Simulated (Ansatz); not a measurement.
Reflectivity of Sr2MgAl3 (P6_3/mmc) at normal incidence (Ansatz, PBE, independent particles, without spin-orbit coupling, line width 0.1 eV (Gaussian), carrier damping 0.05 eV):

| E (eV) | R (%) |
| --- | --- |
| 1.00 | 84.7 |
| 1.25 | 80.6 |
| 1.50 | 70.9 |
| 1.75 | 63.2 |
| 2.00 | 69.9 |
| 2.25 | 63.8 |
| 2.50 | 64.6 |
| 2.75 | 62.5 |
| 3.00 | 65.3 |
| 3.25 | 65.2 |
| 3.50 | 66.8 |
| 3.75 | 69.0 |
| 4.00 | 70.5 |
| 4.25 | 69.7 |
| 4.50 | 70.1 |
| 4.75 | 63.2 |
| 5.00 | 65.4 |

Q: What colour would a polished face show in daylight?

A: Light grey: CIE x = 0.319, y = 0.332, luminous reflectivity 65 % under D65, from the mean over the axes.
